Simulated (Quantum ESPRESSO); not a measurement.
# Magnetic state of MnCuAs from several starts, part 2 of 3

Does MnCuAs prefer parallel or opposed moments?

Quantum ESPRESSO 7.5; LDA; plane waves with GBRV 1.5 LDA potentials, no spin-orbit coupling.

So far, absolute magnetization (μB): step 2 (start 1: ferro ++++) 15.7.

## (3) Run 2 (antiferro +−−+)

Contents of pw.in:

```
&CONTROL
  calculation = 'scf'
  prefix = 'pwscf'
  outdir = './tmp'
  pseudo_dir = './pseudo'
  disk_io = 'nowf'
/
&SYSTEM
  ibrav = 0
  nat = 12
  ntyp = 4
  ecutwfc = 40
  ecutrho = 280
  nbnd = 96
  occupations = 'smearing'
  smearing = 'fd'
  degauss = 0.00734986
  nspin = 2
  starting_magnetization(1) = 0.2333
  starting_magnetization(2) = -0.2333
  starting_magnetization(3) = 0
  starting_magnetization(4) = 0
/
&ELECTRONS
  conv_thr = 2.4d-08
  electron_maxstep = 150
  mixing_beta = 0.3
/
ATOMIC_SPECIES
Mn1    54.9380 mn_lda_v1.5.uspp.F.UPF
Mn2    54.9380 mn_lda_v1.5.uspp.F.UPF
Cu     63.5460 cu_lda_v1.2.uspp.F.UPF
As     74.9216 as_lda_v1.uspp.F.UPF
CELL_PARAMETERS angstrom
   6.6194588903    0.0000000000    0.0000000000
   0.0000000000    3.8580033600    0.0000000000
   0.0000000000    0.0000000000    7.3049354103
ATOMIC_POSITIONS crystal
Mn1     0.9583900700    0.7500000000    0.1863232200
Mn2     0.0416099300    0.2500000000    0.8136767800
Mn2     0.4583900700    0.7500000000    0.3136767800
Mn1     0.5416099300    0.2500000000    0.6863232200
Cu      0.8801615100    0.7500000000    0.5623762400
Cu      0.1198384900    0.2500000000    0.4376237600
Cu      0.3801615100    0.7500000000    0.9376237600
Cu      0.6198384900    0.2500000000    0.0623762400
As      0.2556784500    0.7500000000    0.6205452400
As      0.7443215400    0.2500000000    0.3794547600
As      0.7556784600    0.7500000000    0.8794547600
As      0.2443215500    0.2500000000    0.1205452400
K_POINTS automatic
4 8 4 0 0 0
```

Launch:

```console
> OMP_NUM_THREADS=1 mpirun -n 4 pw.x -nk 4 -in pw.in > pw.out
```

The program printed:

```text
[banner, memory and clock lines left out]
Program PWSCF v.7.5 starts

     Message from routine setup:
     using ibrav=0 with symmetry is DISCOURAGED, use correct ibrav instead

     bravais-lattice index     =            0
     lattice parameter (alat)  =      12.5090  a.u.
     unit-cell volume          =    1258.9198 (a.u.)^3
     number of atoms/cell      =           12
     number of atomic types    =            4
     number of electrons       =       156.00
     number of Kohn-Sham states=           96
     kinetic-energy cutoff     =      40.0000  Ry
     charge density cutoff     =     280.0000  Ry
     scf convergence threshold =      2.4E-08
     mixing beta               =       0.3000
     number of iterations used =            8  plain     mixing
     Exchange-correlation= SLA  PZ   NOGX NOGC
                           (   1   1   0   0   0   0   0)

     celldm(1)=  12.508964  celldm(2)=   0.000000  celldm(3)=   0.000000
     celldm(4)=   0.000000  celldm(5)=   0.000000  celldm(6)=   0.000000

     crystal axes: (cart. coord. in units of alat)
               a(1) = (   1.000000   0.000000   0.000000 )
               a(2) = (   0.000000   0.582828   0.000000 )
               a(3) = (   0.000000   0.000000   1.103555 )

     reciprocal axes: (cart. coord. in units 2 pi/alat)
               b(1) = (  1.000000  0.000000  0.000000 )
               b(2) = (  0.000000  1.715773  0.000000 )
               b(3) = (  0.000000  0.000000  0.906163 )

     PseudoPot. # 1 for Mn read from file:
     mn_lda_v1.5.uspp.F.UPF
     Pseudo is Ultrasoft + core correction, Zval = 15.0

     PseudoPot. # 2 for Mn read from file:
     mn_lda_v1.5.uspp.F.UPF
     Pseudo is Ultrasoft + core correction, Zval = 15.0

     PseudoPot. # 3 for Cu read from file:
     cu_lda_v1.2.uspp.F.UPF
     Pseudo is Ultrasoft + core correction, Zval = 19.0

     PseudoPot. # 4 for As read from file:
     as_lda_v1.uspp.F.UPF
     Pseudo is Ultrasoft + core correction, Zval =  5.0

     atomic species   valence    mass     pseudopotential
     Mn1              15.00    54.93800     Mn( 1.00)
     Mn2              15.00    54.93800     Mn( 1.00)
     Cu               19.00    63.54600     Cu( 1.00)
     As                5.00    74.92160     As( 1.00)

     Starting magnetic structure
     atomic species   magnetization
     Mn1             0.233
     Mn2            -0.233
     Cu              0.000
     As              0.000

      4 Sym. Ops. (no inversion) found ( 3 have fractional translation)

   Cartesian axes

     site n.     atom                  positions (alat units)
         1        Mn1    tau(   1) = (   0.9583901   0.4371207   0.2056179  )
         2        Mn2    tau(   2) = (   0.0416099   0.1457069   0.8979369  )
         3        Mn2    tau(   3) = (   0.4583901   0.4371207   0.3461595  )
         4        Mn1    tau(   4) = (   0.5416099   0.1457069   0.7573953  )
         5        Cu     tau(   5) = (   0.8801615   0.4371207   0.6206130  )
         6        Cu     tau(   6) = (   0.1198385   0.1457069   0.4829418  )
         7        Cu     tau(   7) = (   0.3801615   0.4371207   1.0347192  )
         8        Cu     tau(   8) = (   0.6198385   0.1457069   0.0688356  )
         9        As     tau(   9) = (   0.2556785   0.4371207   0.6848057  )
        10        As     tau(  10) = (   0.7443215   0.1457069   0.4187491  )
        11        As     tau(  11) = (   0.7556785   0.4371207   0.9705265  )
        12        As     tau(  12) = (   0.2443215   0.1457069   0.1330283  )

     number of k points=    45  Fermi-Dirac smearing, width (Ry)=  0.0073
                       cart. coord. in units 2pi/alat
        k(    1) = (   0.0000000   0.0000000   0.0000000), wk =   0.0078125
        k(    2) = (   0.0000000   0.0000000   0.2265406), wk =   0.0156250
        k(    3) = (   0.0000000   0.0000000  -0.4530813), wk =   0.0078125
        k(    4) = (   0.0000000   0.2144717   0.0000000), wk =   0.0156250
        k(    5) = (   0.0000000   0.2144717   0.2265406), wk =   0.0312500
        [... 40 further k-points ...]

     Dense  grid:    99637 G-vectors     FFT dimensions: (  72,  40,  80)

     Smooth grid:    43097 G-vectors     FFT dimensions: (  54,  30,  60)

     Check: negative core charge=   -0.000024
     Generating pointlists ...
     new r_m :   0.1628 (alat units)  2.0365 (a.u.) for type    1
     new r_m :   0.1628 (alat units)  2.0365 (a.u.) for type    2
     new r_m :   0.1532 (alat units)  1.9164 (a.u.) for type    3
     new r_m :   0.1532 (alat units)  1.9164 (a.u.) for type    4

     Initial potential from superposition of free atoms

     starting charge     149.9989, renormalised to     156.0000
     Starting wfcs are  120 randomized atomic wfcs

     Self-consistent Calculation

     iteration #  1     ecut=    40.00 Ry     beta= 0.30
     Davidson diagonalization with overlap
     ethr =  1.00E-02,  avg # of iterations =  3.0

     total energy              =   -2610.52803530 Ry
     estimated scf accuracy    <      23.71693892 Ry

     total magnetization       =    -0.00 Bohr mag/cell
     absolute magnetization    =     9.05 Bohr mag/cell

     iteration #  2     ecut=    40.00 Ry     beta= 0.30
     Davidson diagonalization with overlap
     ethr =  1.00E-02,  avg # of iterations =  4.0

     total energy              =   -2609.28325951 Ry
     estimated scf accuracy    <      80.91004879 Ry

     total magnetization       =     0.00 Bohr mag/cell
     absolute magnetization    =     1.43 Bohr mag/cell

     [... further iterations left out ...]

     iteration # 17     ecut=    40.00 Ry     beta= 0.30
     Davidson diagonalization with overlap
     ethr =  9.24E-10,  avg # of iterations =  2.0

     negative rho (up, down):  2.561E-05 2.585E-05

     total energy              =   -2618.02720183 Ry
     estimated scf accuracy    <       0.00000036 Ry

     total magnetization       =    -0.00 Bohr mag/cell
     absolute magnetization    =    15.92 Bohr mag/cell

     iteration # 18     ecut=    40.00 Ry     beta= 0.30
     Davidson diagonalization with overlap
     ethr =  2.28E-10,  avg # of iterations =  5.3

     negative rho (up, down):  2.522E-05 2.544E-05

     Magnetic moment per site  (integrated on atomic sphere of radius R)
     atom   1 (R=0.163)  charge= 13.3157  magn=  3.6202
     atom   2 (R=0.163)  charge= 13.3158  magn= -3.6201
     atom   3 (R=0.163)  charge= 13.3158  magn= -3.6201
     atom   4 (R=0.163)  charge= 13.3157  magn=  3.6202
     atom   5 (R=0.153)  charge= 17.6089  magn=  0.0012
     atom   6 (R=0.153)  charge= 17.6089  magn= -0.0012
     atom   7 (R=0.153)  charge= 17.6089  magn= -0.0012
     atom   8 (R=0.153)  charge= 17.6089  magn=  0.0012
     atom   9 (R=0.153)  charge=  2.7325  magn=  0.0118
     atom  10 (R=0.153)  charge=  2.7325  magn= -0.0118
     atom  11 (R=0.153)  charge=  2.7325  magn= -0.0118
     atom  12 (R=0.153)  charge=  2.7325  magn=  0.0118

     End of self-consistent calculation

     [... lines left out ...]
     the Fermi energy is    12.3202 ev

!    total energy              =   -2618.02720192 Ry
     estimated scf accuracy    <       0.00000001 Ry
     smearing contrib. (-TS)   =      -0.00896105 Ry
     internal energy E=F+TS    =   -2618.01824087 Ry

     The total energy is F=E-TS. E is the sum of the following terms:
     one-electron contribution =   -1889.10154212 Ry
     hartree contribution      =    1012.98522444 Ry
     xc contribution           =    -382.83841425 Ry
     ewald contribution        =   -1359.06350894 Ry

     total magnetization       =     0.00 Bohr mag/cell
     absolute magnetization    =    15.92 Bohr mag/cell

     convergence has been achieved in  18 iterations
```

The job ended after 5.4 min (4 MPI ranks of Intel Xeon Platinum 8375C at 2.90GHz (Ice Lake), shared host; peak memory 1.6 GiB).

Spin moment in the atom's sphere by atom:

| atom | spin moment in the atom's sphere (μB) |
| --- | --- |
| Mn1 | 3.62 |
| Mn2 | -3.62 |
| Mn3 | -3.62 |
| Mn4 | 3.62 |
| Cu5 | 0.00 |
| Cu6 | 0.00 |
| Cu7 | 0.00 |
| Cu8 | 0.00 |
| As9 | 0.01 |
| As10 | -0.01 |
| As11 | -0.01 |
| As12 | 0.01 |

Read from the output:

```yaml
smearing_term_ts: 0.1219 eV
magnetization: 0 μB
absolute_magnetization: 15.92 μB
final_state: antiferromagnetic
```

## (4) Start 3: antiferro ++−−

Changes to pw.in since step 3:

```diff
@@ -39,5 +39,5 @@
 Mn1     0.9583900700    0.7500000000    0.1863232200
-Mn2     0.0416099300    0.2500000000    0.8136767800
+Mn1     0.0416099300    0.2500000000    0.8136767800
 Mn2     0.4583900700    0.7500000000    0.3136767800
-Mn1     0.5416099300    0.2500000000    0.6863232200
+Mn2     0.5416099300    0.2500000000    0.6863232200
 Cu      0.8801615100    0.7500000000    0.5623762400
```

The program printed:

```text
     [... lines left out ...]
Program PWSCF v.7.5 starts
     [... lines left out ...]
     number of atoms/cell      =           12
     [... lines left out ...]
     number of electrons       =       156.00
     number of Kohn-Sham states=           96
     kinetic-energy cutoff     =      40.0000  Ry
     charge density cutoff     =     280.0000  Ry
     scf convergence threshold =      2.4E-08
     [... lines left out ...]
      4 Sym. Ops., with inversion, found ( 2 have fractional translation)
     [... lines left out ...]
     number of k points=    50  Fermi-Dirac smearing, width (Ry)=  0.0073
     [... lines left out ...]
     iteration # 21     ecut=    40.00 Ry     beta= 0.30
     [... lines left out ...]
     Magnetic moment per site  (integrated on atomic sphere of radius R)
     atom   1 (R=0.163)  charge= 13.3173  magn=  3.6220
     atom   2 (R=0.163)  charge= 13.3173  magn=  3.6220
     atom   3 (R=0.163)  charge= 13.3175  magn= -3.6220
     atom   4 (R=0.163)  charge= 13.3175  magn= -3.6220
     atom   5 (R=0.153)  charge= 17.6087  magn= -0.0006
     atom   6 (R=0.153)  charge= 17.6087  magn= -0.0006
     atom   7 (R=0.153)  charge= 17.6084  magn=  0.0006
     atom   8 (R=0.153)  charge= 17.6084  magn=  0.0006
     atom   9 (R=0.153)  charge=  2.7327  magn=  0.0103
     atom  10 (R=0.153)  charge=  2.7327  magn=  0.0103
     atom  11 (R=0.153)  charge=  2.7330  magn= -0.0103
     atom  12 (R=0.153)  charge=  2.7330  magn= -0.0103
     [... lines left out ...]
     the Fermi energy is    12.3253 ev
!    total energy              =   -2618.01143743 Ry
     estimated scf accuracy    <          2.7E-09 Ry
     smearing contrib. (-TS)   =      -0.01224952 Ry
     [... lines left out ...]
     total magnetization       =     0.00 Bohr mag/cell
     absolute magnetization    =    15.89 Bohr mag/cell
     convergence has been achieved in  21 iterations
```

It took 6.9 min on 4 MPI ranks; peak memory 1.6 GiB.

Spin moment in the atom's sphere by atom:

| atom | spin moment in the atom's sphere (μB) |
| --- | --- |
| Mn1 | 3.62 |
| Mn2 | 3.62 |
| Mn3 | -3.62 |
| Mn4 | -3.62 |
| Cu5 | 0.00 |
| Cu6 | 0.00 |
| Cu7 | 0.00 |
| Cu8 | 0.00 |
| As9 | 0.01 |
| As10 | 0.01 |
| As11 | -0.01 |
| As12 | -0.01 |

Read from the output:

- smearing term TS: 0.1667 eV
- magnetization: 0 μB
- absolute magnetization: 15.89 μB
- final state: antiferromagnetic

## (5) Ranking

An order is kept where moments of 0.15 μB or more survive with the typed signs; meshes match where a doubled cell samples the same k points as the first cell.

Orders:

| start | final state | typed order kept | energy over the lowest (meV a seeded atom) | largest site moment (μB) | net moment (μB a cell of the first run) | mesh matched | CPU time (s) |
| --- | --- | --- | --- | --- | --- | --- | --- |
| ferro ++++ | ferromagnetic | yes | 168.5 | 3.575 | 15.39 | yes | 1491 |
| antiferro +--+ | antiferromagnetic | yes | 0 | 3.62 | 0 | yes | 1299 |
| antiferro ++-- | antiferromagnetic | yes | 53.62 | 3.622 | 0 | yes | 1654 |

## (6) Energy mapping

E = −Σ J e·e over ordered pairs of unit vectors, so each pair counts twice. As many shells are taken as there are differences of energy, so the couplings are solved for and no residual tests the model; further shells are folded in, and shells whose pairs keep their relative signs in all orders cancel and are not probed. Couplings from the energies:

| pair | distance (Å) | neighbours an atom | J (meV) |
| --- | --- | --- | --- |
| Mn-Mn | 3.382 | 2 | -13.41 |
| Mn-Mn | 3.438 | 2 | -28.71 |

## (7) The lowest state again, with its states saved

Changes to pw.in since step 4:

```diff
@@ -5,3 +5,3 @@
   pseudo_dir = './pseudo'
-  disk_io = 'nowf'
+  disk_io = 'low'
 /
@@ -9,2 +9,3 @@
   ibrav = 0
+  celldm(1) = 8
   nat = 12
@@ -13,3 +14,3 @@
   ecutrho = 280
-  nbnd = 96
+  nbnd = 100
   occupations = 'smearing'
@@ -33,11 +34,11 @@
 As     74.9216 as_lda_v1.uspp.F.UPF
-CELL_PARAMETERS angstrom
-   6.6194588903    0.0000000000    0.0000000000
-   0.0000000000    3.8580033600    0.0000000000
-   0.0000000000    0.0000000000    7.3049354103
+CELL_PARAMETERS alat
+   1.5636205494858    0.0000000000000    0.0000000000000
+   0.0000000000000    0.9113212172858    0.0000000000000
+   0.0000000000000    0.0000000000000    1.7255409104435
 ATOMIC_POSITIONS crystal
 Mn1     0.9583900700    0.7500000000    0.1863232200
-Mn1     0.0416099300    0.2500000000    0.8136767800
+Mn2     0.0416099300    0.2500000000    0.8136767800
 Mn2     0.4583900700    0.7500000000    0.3136767800
-Mn2     0.5416099300    0.2500000000    0.6863232200
+Mn1     0.5416099300    0.2500000000    0.6863232200
 Cu      0.8801615100    0.7500000000    0.5623762400
```

The program printed:

```text
     [... lines left out ...]
Program PWSCF v.7.5 starts
     [... lines left out ...]
     number of atoms/cell      =           12
     [... lines left out ...]
     number of electrons       =       156.00
     number of Kohn-Sham states=          100
     kinetic-energy cutoff     =      40.0000  Ry
     charge density cutoff     =     280.0000  Ry
     scf convergence threshold =      2.4E-08
     [... lines left out ...]
      4 Sym. Ops. (no inversion) found ( 3 have fractional translation)
     [... lines left out ...]
     number of k points=    45  Fermi-Dirac smearing, width (Ry)=  0.0073
     [... lines left out ...]
     iteration # 18     ecut=    40.00 Ry     beta= 0.30
     [... lines left out ...]
     Magnetic moment per site  (integrated on atomic sphere of radius R)
     atom   1 (R=0.255)  charge= 13.3157  magn=  3.6202
     atom   2 (R=0.255)  charge= 13.3157  magn= -3.6202
     atom   3 (R=0.255)  charge= 13.3157  magn= -3.6202
     atom   4 (R=0.255)  charge= 13.3157  magn=  3.6202
     atom   5 (R=0.240)  charge= 17.6089  magn=  0.0012
     atom   6 (R=0.240)  charge= 17.6089  magn= -0.0012
     atom   7 (R=0.240)  charge= 17.6089  magn= -0.0012
     atom   8 (R=0.240)  charge= 17.6089  magn=  0.0012
     atom   9 (R=0.240)  charge=  2.7325  magn=  0.0118
     atom  10 (R=0.240)  charge=  2.7325  magn= -0.0118
     atom  11 (R=0.240)  charge=  2.7325  magn= -0.0118
     atom  12 (R=0.240)  charge=  2.7325  magn=  0.0118
     [... lines left out ...]
     the Fermi energy is    12.3203 ev
!    total energy              =   -2618.02720193 Ry
     estimated scf accuracy    <       0.00000002 Ry
     smearing contrib. (-TS)   =      -0.00896115 Ry
     [... lines left out ...]
     total magnetization       =     0.00 Bohr mag/cell
     absolute magnetization    =    15.92 Bohr mag/cell
     convergence has been achieved in  18 iterations
```

Run time: 5.7 min. Hardware: 4 MPI ranks; peak memory 1.6 GiB.

Numbers from this step:

- smearing term TS: 0.1219 eV
- magnetization: 0 μB
- absolute magnetization: 15.92 μB
- final state: antiferromagnetic
- largest moment: 3.620 μB

[end of part 2 of 3]

[Logs and program files are shortened in this print: banners, set-up blocks, solver, clock and traceback lines can be left out without a mark of their own.]

[Logs are printed without paths, hosts, clocks, repeated set-up lines and the standing remarks that a program may print on its own settings, such as how far it seeks lower states.]

[Hosts, paths, dates, database ids (printed as entryN), source tags and the programs' standing remarks are cut or masked in the printed files.]

[Where a cell is said to come from a database of computed structures, the database is the Materials Project.]
